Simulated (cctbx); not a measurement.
# Which space group?

Cell: a = 11.5440 Å, b = 12.0500 Å, c = 6.4110 Å, α = 90.00°, β = 114.46°, γ = 90.00°. Expected content of the cell: Co12 Na4 O48 N12 H8.

Simulated single-crystal data (cctbx): Mo Kα, λ = 0.71073 Å, to d = 0.7 Å, 70 % of the full sphere, strongest reflection 70000 counts, noise from counting, a 2 % proportional error and a noise floor of 8 counts (s.d.); no absorption, some extinction.

A first pass over the reflections prints:

```text
6871 reflections to d = 0.700 A
centring   violations  <I/sigma> of those
    A       1405 of  3390     10.6
    B       1405 of  3415     10.5
    C          0 of  3419      0.0
    I       1440 of  3417     10.8
    R       1927 of  4558     10.6
    F       1405 of  5112      7.0
Laue class    unique    Rint  (classes that these axes allow; Friedel mates merged)
C 1 2/m 1        1272   0.018
space group    extra absences  I>4sigma  <I/sigma>
C 1 2 1                 0          0         -  acentric
C 1 m 1                 0          0         -  acentric
C 1 c 1                78          0      -0.0  acentric
C 1 n 1                78          0      -0.0  acentric
C 1 2/m 1               0          0         -  centric
C 1 2/c 1              78          0      -0.0  centric
C 1 2/n 1              78          0      -0.0  centric
Wilson B = 1.86 A^2   <|E^2-1|> = 0.907 (0.968 centric, 0.736 acentric)   E^2>4: 3.6 %
shell (A)         n   <I/sigma>
 7.92 - 1.40    169     48.0
 1.40 - 1.11    158     37.8
 1.11 - 0.97    164     36.5
 0.97 - 0.88    158     33.2
 0.88 - 0.82    150     28.7
 0.82 - 0.77    153     25.3
 0.77 - 0.73    164     19.4
 0.73 - 0.70    156     19.0
```

**Question.** What are the lattice type, the Laue class and the likely space group?

The reflections that C centring forbids are absent (⟨I/σ⟩ near 0), so the lattice is C.

Only C 1 2/m 1 fits these axes (Rint 0.018); a search for a hidden higher lattice was not made.

7 settings pass the absence test. The most absences obeyed, 78, belong to C 1 c 1, C 1 n 1, C 1 2/c 1 and C 1 2/n 1, which absences can't tell apart.

⟨|E²−1|⟩ = 0.907 leans to a centrosymmetric structure. The Wilson B of 1.86 Å² means U ≈ 0.0236 Å².

The true group is C2/c (no. 15), Laue class 2/m, centrosymmetric. The tables only narrow the choice to the tied entries; cell content, site symmetry and trial solutions must settle it.

The model is made up (kin elements in a known structure type, no relaxation), so it says nothing on whether the phase exists.

[Logs are printed without paths, hosts, clocks, repeated set-up lines and the standing remarks that a program may print on its own settings, such as how far it seeks lower states.]
